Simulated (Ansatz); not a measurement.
# What InH (model cell, started as NiAs type) distorts into, part 2 of 3

Which phase does InH (model cell, started as NiAs type) fall into along its unstable mode, and how much energy does it gain?

Ansatz 0.2.0; DFT PBEsol, scalar-relativistic, plane waves, PAW.

So far. Step 4 (The mode frozen in, largest atomic shift 0.6 Å): The run ends at a pressure of 0.94 GPa, with forces up to 0.57 eV/Å. Step 5 (Energy along the mode, all amplitudes (two of the runs …): The lowest of the steps tried is the last one, at 0.6 Å, 57.9 meV/atom below the parent; the bottom of the well need not coincide with a step.

The structure was built from a prototype and need not be the compound's stable phase.

## (6) Relaxing from the distorted cell

Starting from the lowest point found, all atoms and the cell are let go, so that strain and other modes of the same symmetry can join in.

File input.yaml:

```yaml
crystal:
  lattice:
    - [-3.325888386, 2.5922e-06, 0.0]
    - [0.0, 0.0, -6.2413504719]
    - [-1.6629509277, -8.6409102011, 0.0]
  atoms:
    - { symbol: In, position: [0.3332400163, 1.18273e-05, 0.3335199674] }
    - { symbol: In, position: [9.33137e-05, -1.18269e-05, -0.0001866274] }
    - { symbol: In, position: [0.6666666666, 0.0, 0.6666666668] }
    - { symbol: In, position: [0.3334266504, 0.5000118273, 0.3331466993] }
    - { symbol: In, position: [-9.33137e-05, 0.4999881731, 0.0001866274] }
    - { symbol: In, position: [0.6666666667, 0.5, 0.6666666666] }
    - { symbol: H, position: [0.7777777778, 0.7145240753, 0.4444444444] }
    - { symbol: H, position: [0.4444444444, 0.8461330409, 0.1111111111] }
    - { symbol: H, position: [0.1111111111, 0.6893415969, 0.7777777778] }
    - { symbol: H, position: [0.2222222222, 0.3106583319, 0.5555555556] }
    - { symbol: H, position: [0.8888888889, 0.153867859, 0.2222222222] }
    - { symbol: H, position: [0.5555555556, 0.2854760095, 0.8888888889] }
kpoints:
  mp_grid: { grid: [10, 6, 10] }
hamiltonian:
  xc: pbesol
scf:
  occupations: { method: methfessel_paxton, width: 0.15 }
output:
  forces: true
  stress: true
  eigenvalues: true
  write_density: true
  write_potential: true
  elf: true
  volumetric_format: npy
relax:
  adjacent_minimum: "off"
  f_tol: 0.002
  max_steps: 120
  cell: { stress_tol: 0.03 }
```

Launch:

```sh
$ ansatz run input.yaml --threads 4 --pin off --max-ram 7168MiB --backend cpu --events-out ev --progress --plain --runs-dir out
```

Numbers of over 12 decimals in the logs are rounded to 6 here.

The log of the run:

```text
[...]
Crystal: 12 atoms, lattice volume = 179.368 Å³
Basis set: ecut = 420 eV, 3533 PW (Γ), exchange–correlation on 48×90×120 points (8 copies of the dense FFT grid, shifted against one another)
Bands: 54, of which v1, the nominal top of the filled ones, is band 42 counted from 1 (41 counted from 0)
Symmetry: 4 space group operations
[...]
k-points: 172 of 600
[...]
SCF iter   1: F=—  HF=-33241.410566 eV  |F-HF|=—  |Δ(HF+E_count)|=         —  Δρ=8.63e-3  dr2=1.30e-1  ethr=1.77e-3  ⟨swp⟩=6.4  Hψ=37726  notcnv=0  defer=6
[...]
SCF iter   7: F=-33241.363149 eV  HF=-33241.363149 eV  |F-HF|=2.19e-8  |Δ(HF+E_count)|=   4.38e-8  S|Δr|=    0.00e0  Δρ=5.07e-6  dr2=6.64e-8  ethr=1.19e-10  ⟨swp⟩=11.4  Hψ=68171  notcnv=0
SCF 1 converged in 7 iterations: F = -33241.363149 eV  dr2 = 6.64e-8
[...]
relax step   1: F+E_penalty+E_count = -33241.36314946 eV  Δ(F+E_penalty+E_count) = +0.000e0 eV  max|allowed force component| = 5.711e-1 eV/Å  Δτ_max = 0.0000 Å  P = +0.936 GPa  Ω = 179.368 Å³  (7 SCF iters, dr2 threshold 1.00e-7 eV, accepted)
[... from here on, the SCF cycles and remarks between the steps are left out ...]
relax step   2: F+E_penalty+E_count = -33241.76500960 eV  Δ(F+E_penalty+E_count) = -4.019e-1 eV  max|allowed force component| = 4.041e-1 eV/Å  Δτ_max = 0.1950 Å  P = -0.298 GPa  Ω = 184.354 Å³  energy of the carried Pulay correction = -2.752e-3 eV  (6 SCF iters, dr2 threshold 1.20e-6 eV, accepted)
relax step   3: F+E_penalty+E_count = -33241.95868931 eV  Δ(F+E_penalty+E_count) = -1.937e-1 eV  max|allowed force component| = 2.059e-1 eV/Å  Δτ_max = 0.1946 Å  P = +0.202 GPa  Ω = 185.057 Å³  energy of the carried Pulay correction = -3.134e-3 eV  (6 SCF iters, dr2 threshold 1.20e-6 eV, accepted)
relax step   4: F+E_penalty+E_count = -33242.07199893 eV  Δ(F+E_penalty+E_count) = -1.133e-1 eV  max|allowed force component| = 1.199e-1 eV/Å  Δτ_max = 0.2000 Å  P = +0.173 GPa  Ω = 186.275 Å³  energy of the carried Pulay correction = -3.793e-3 eV  (6 SCF iters, dr2 threshold 1.20e-6 eV, accepted)
relax step   5: F+E_penalty+E_count = -33242.15222150 eV  Δ(F+E_penalty+E_count) = -8.022e-2 eV  max|allowed force component| = 1.125e-1 eV/Å  Δτ_max = 0.1961 Å  P = -0.049 GPa  Ω = 187.177 Å³  energy of the carried Pulay correction = -4.277e-3 eV  (6 SCF iters, dr2 threshold 8.98e-7 eV, accepted)
relax step   6: F+E_penalty+E_count = -33242.20189129 eV  Δ(F+E_penalty+E_count) = -4.967e-2 eV  max|allowed force component| = 2.450e-1 eV/Å  Δτ_max = 0.1959 Å  P = -0.007 GPa  Ω = 186.982 Å³  energy of the carried Pulay correction = -4.173e-3 eV  (6 SCF iters, dr2 threshold 1.07e-6 eV, accepted)
relax step   7: F+E_penalty+E_count = -33242.24667179 eV  Δ(F+E_penalty+E_count) = -4.478e-2 eV  max|allowed force component| = 1.732e-1 eV/Å  Δτ_max = 0.1627 Å  P = +0.274 GPa  Ω = 186.560 Å³  energy of the carried Pulay correction = -3.946e-3 eV  (6 SCF iters, dr2 threshold 1.20e-6 eV, accepted)
relax step   8: F+E_penalty+E_count = -33242.34521460 eV  Δ(F+E_penalty+E_count) = -9.854e-2 eV  max|allowed force component| = 9.359e-2 eV/Å  Δτ_max = 0.2000 Å  P = -0.544 GPa  Ω = 189.149 Å³  energy of the carried Pulay correction = -5.329e-3 eV  (6 SCF iters, dr2 threshold 1.20e-6 eV, accepted)
relax step   9: F+E_penalty+E_count = -33242.39879866 eV  Δ(F+E_penalty+E_count) = -5.358e-2 eV  max|allowed force component| = 1.503e-1 eV/Å  Δτ_max = 0.1952 Å  P = +0.113 GPa  Ω = 188.046 Å³  energy of the carried Pulay correction = -4.742e-3 eV  (6 SCF iters, dr2 threshold 1.20e-6 eV, accepted)
relax step  10: F+E_penalty+E_count = -33242.39986123 eV  Δ(F+E_penalty+E_count) = -1.063e-3 eV  max|allowed force component| = 1.728e-1 eV/Å  Δτ_max = 0.1939 Å  P = -0.133 GPa  Ω = 187.735 Å³  energy of the carried Pulay correction = -4.576e-3 eV  (7 SCF iters, dr2 threshold 1.20e-6 eV, accepted)
relax step  11: F+E_penalty+E_count = -33242.43333847 eV  Δ(F+E_penalty+E_count) = -3.348e-2 eV  max|allowed force component| = 6.710e-2 eV/Å  Δτ_max = 0.0921 Å  P = +0.033 GPa  Ω = 186.592 Å³  energy of the carried Pulay correction = -3.963e-3 eV  (6 SCF iters, dr2 threshold 1.20e-6 eV, accepted)
relax step  12: F+E_penalty+E_count = -33242.45200524 eV  Δ(F+E_penalty+E_count) = -1.867e-2 eV  max|allowed force component| = 9.220e-2 eV/Å  Δτ_max = 0.1064 Å  P = -0.387 GPa  Ω = 189.023 Å³  energy of the carried Pulay correction = -5.262e-3 eV  (6 SCF iters, dr2 threshold 8.18e-7 eV, accepted)
relax step  13: F+E_penalty+E_count = -33242.47815797 eV  Δ(F+E_penalty+E_count) = -2.615e-2 eV  max|allowed force component| = 4.639e-2 eV/Å  Δτ_max = 0.0570 Å  P = -0.059 GPa  Ω = 187.724 Å³  energy of the carried Pulay correction = -4.570e-3 eV  (6 SCF iters, dr2 threshold 1.20e-6 eV, accepted)
relax step  14: F+E_penalty+E_count = -33242.48980339 eV  Δ(F+E_penalty+E_count) = -1.165e-2 eV  max|allowed force component| = 7.117e-2 eV/Å  Δτ_max = 0.1004 Å  P = +0.036 GPa  Ω = 187.396 Å³  energy of the carried Pulay correction = -4.395e-3 eV  (6 SCF iters, dr2 threshold 3.88e-7 eV, accepted)
[...]
relax step  19: F+E_penalty+E_count = -33242.50485069 eV  Δ(F+E_penalty+E_count) = -1.108e-3 eV  max|allowed force component| = 1.963e-2 eV/Å  Δτ_max = 0.0203 Å  P = +0.001 GPa  Ω = 186.079 Å³  energy of the carried Pulay correction = -3.687e-3 eV  (9 SCF iters, accepted)
relax step  20: F+E_penalty+E_count = -33242.50510923 eV  Δ(F+E_penalty+E_count) = -2.585e-4 eV  max|allowed force component| = 4.733e-3 eV/Å  Δτ_max = 0.0121 Å  P = +0.002 GPa  Ω = 186.079 Å³  energy of the carried Pulay correction = -3.687e-3 eV  (6 SCF iters, dr2 threshold 2.41e-8 eV, accepted)
relax step  21: F+E_penalty+E_count = -33242.50514762 eV  Δ(F+E_penalty+E_count) = -3.839e-5 eV  max|allowed force component| = 3.257e-3 eV/Å  Δτ_max = 0.0065 Å  P = -0.010 GPa  Ω = 186.035 Å³  energy of the carried Pulay correction = -3.663e-3 eV  (6 SCF iters, dr2 threshold 1.40e-9 eV, accepted)
relax step  22: F+E_penalty+E_count = -33242.50519011 eV  Δ(F+E_penalty+E_count) = -4.249e-5 eV  max|allowed force component| = 1.487e-3 eV/Å  Δτ_max = 0.0014 Å  P = +0.004 GPa  Ω = 185.995 Å³  energy of the carried Pulay correction = -3.641e-3 eV  (5 SCF iters, dr2 threshold 2.53e-9 eV, accepted)
relax step  23: F+E_penalty+E_count = -33242.51378809 eV  Δ(F+E_penalty+E_count) = -8.598e-3 eV  max|allowed force component| = 1.847e-3 eV/Å  Δτ_max = 0.0000 Å  P = +0.046 GPa  Ω = 185.995 Å³  stress off target by 1.38e-1 GPa  SCF on the basis re-selected at this cell (its energy is not comparable with the rows above)  (6 SCF iters)
relax step  24: F+E_penalty+E_count = -33242.51402099 eV  Δ(F+E_penalty+E_count) = -2.329e-4 eV  max|allowed force component| = 6.163e-3 eV/Å  Δτ_max = 0.0137 Å  P = +0.007 GPa  Ω = 186.094 Å³  energy of the carried Pulay correction = -4.937e-5 eV  (6 SCF iters, dr2 threshold 4.78e-8 eV, accepted)
relax step  25: F+E_penalty+E_count = -33242.51401996 eV  Δ(F+E_penalty+E_count) = +1.030e-6 eV  max|allowed force component| = 5.279e-3 eV/Å  Δτ_max = 0.0034 Å  P = +0.002 GPa  Ω = 186.132 Å³  energy of the carried Pulay correction = -7.008e-5 eV  (6 SCF iters, dr2 threshold 2.42e-9 eV, accepted)
relax step  26: F+E_penalty+E_count = -33242.51404031 eV  Δ(F+E_penalty+E_count) = -2.035e-5 eV  max|allowed force component| = 2.289e-3 eV/Å  Δτ_max = 0.0072 Å  P = +0.007 GPa  Ω = 186.094 Å³  energy of the carried Pulay correction = -4.887e-5 eV  (6 SCF iters, dr2 threshold 1.74e-9 eV, rejected (line search))
relax step  27: F+E_penalty+E_count = -33242.51403426 eV  Δ(F+E_penalty+E_count) = -1.430e-5 eV  max|allowed force component| = 5.985e-4 eV/Å  Δτ_max = 0.0018 Å  P = +0.000 GPa  Ω = 186.132 Å³  energy of the carried Pulay correction = -7.031e-5 eV  (7 SCF iters, accepted)
relax step  28: F+E_penalty+E_count = -33242.51411247 eV  Δ(F+E_penalty+E_count) = -7.821e-5 eV  max|allowed force component| = 5.766e-4 eV/Å  Δτ_max = 0.0000 Å  P = +0.000 GPa  Ω = 186.132 Å³  stress off target by 3.48e-3 GPa  SCF on the basis re-selected at this cell (its energy is not comparable with the rows above)  (4 SCF iters)
[...]
SCF converged after 4 iterations
[...]
Free energy (F): -33242.514112 eV
[...]
Internal energy: -33242.516970 eV  (E = F + TS)
E sigma→0 (E₀):  -33242.514827 eV
Entropy (-TS):   0.002857 eV (0.238 meV/atom)
Fermi energy:    8.528860 eV
[...]
--- Forces (eV/Å), atoms counted from 1 ---
  atom   1  In    -0.00000000    -0.00007440     0.00028483
  atom   2  In     0.00000000     0.00007440    -0.00028483
  atom   3  In     0.00000000     0.00000000     0.00000000
  atom   4  In     0.00000000     0.00003807    -0.00008315
  atom   5  In    -0.00000000    -0.00003807     0.00008315
  atom   6  In     0.00000000     0.00000000     0.00000000
  atom   7  H      0.00000000     0.00017095    -0.00014688
  atom   8  H      0.00000000     0.00003099     0.00057661
  atom   9  H     -0.00000000    -0.00015050     0.00010940
  atom  10  H      0.00000000     0.00015050    -0.00010940
  atom  11  H     -0.00000000    -0.00003099    -0.00057661
  atom  12  H     -0.00000000    -0.00017095     0.00014688
  max |Σ_I F_I| component: 2.71e-20 eV/Å
--- Stress (GPa, compression-positive) ---
        0.000614      -0.000000      -0.000000
       -0.000000      -0.000131      -0.003101
       -0.000000      -0.003101       0.000816
  P = ⅓ Tr σ = 0.0004 GPa (0.004 kbar)
--- Band table (eV; the first three rows and the last of 172) ---
  k-point 0: bands = [... 38 lower, 5.6402, 5.9735, 6.5858, 7.4193, 9.5966, 10.8232, 11.8925, 13.2399, ... 8 higher]
  k-point 1: bands = [... 38 lower, 5.4696, 5.9491, 6.8924, 7.3887, 9.6774, 10.6943, 11.9638, 13.2099, ... 8 higher]
  k-point 2: bands = [... 38 lower, 4.9958, 6.1792, 6.9772, 7.6859, 9.7665, 10.5584, 12.0277, 13.0695, ... 8 higher]
  k-point 171: bands = [... 38 lower, 5.7107, 6.3073, 7.1599, 7.4730, 7.9756, 8.7199, 9.8247, 10.2143, ... 8 higher]
--- Relaxed structure (26 steps of the walk, 23 accepted, 2 SCFs on fresh bases) ---
  F+E_penalty+E_count = -33242.51411247 eV   max|allowed force component| = 5.766e-4 eV/Å   (the final SCF, on the basis selected at the relaxed cell)
  cell:  # Å, volume = 186.1317 Å³
    - [-3.192118, 2.487933495703321e-6, -3.812312654112354e-17]
    - [3.4930225179295344e-7, 0.448169, -6.366324]
    - [-1.596066, -9.202774, 0.620473]
  atoms:
    - { symbol: In, position: [0.325197, 0.150646, 0.349605] }
    - { symbol: In, position: [0.00813602, -0.150646, -0.016272] }
    - { symbol: In, position: [0.666667, 1.3877787807814457e-17, 0.666667] }
    - { symbol: In, position: [0.344453, 0.621833, 0.311095] }
    - { symbol: In, position: [-0.011119, 0.378167, 0.022239] }
    - { symbol: In, position: [0.666667, 0.500000, 0.666667] }
    - { symbol: H, position: [0.786685, 0.775891, 0.426631] }
    - { symbol: H, position: [0.401918, 0.859010, 0.196164] }
    - { symbol: H, position: [0.098111, 0.485484, 0.803777] }
    - { symbol: H, position: [0.235222, 0.514516, 0.529556] }
    - { symbol: H, position: [0.931415, 0.140990, 0.137170] }
    - { symbol: H, position: [0.546649, 0.224109, 0.906703] }
```

Wall time 17 min (4 threads of Arm Neoverse V1, shared host); peak memory 1.4 GiB; 67 min of CPU time.

[end of part 2 of 3]

[Logs are printed without paths, hosts, clocks, repeated set-up lines and the standing remarks that a program may print on its own settings, such as how far it seeks lower states.]

[Hosts, paths, dates, database ids (printed as entryN), source tags and the programs' standing remarks are cut or masked in the printed files.]
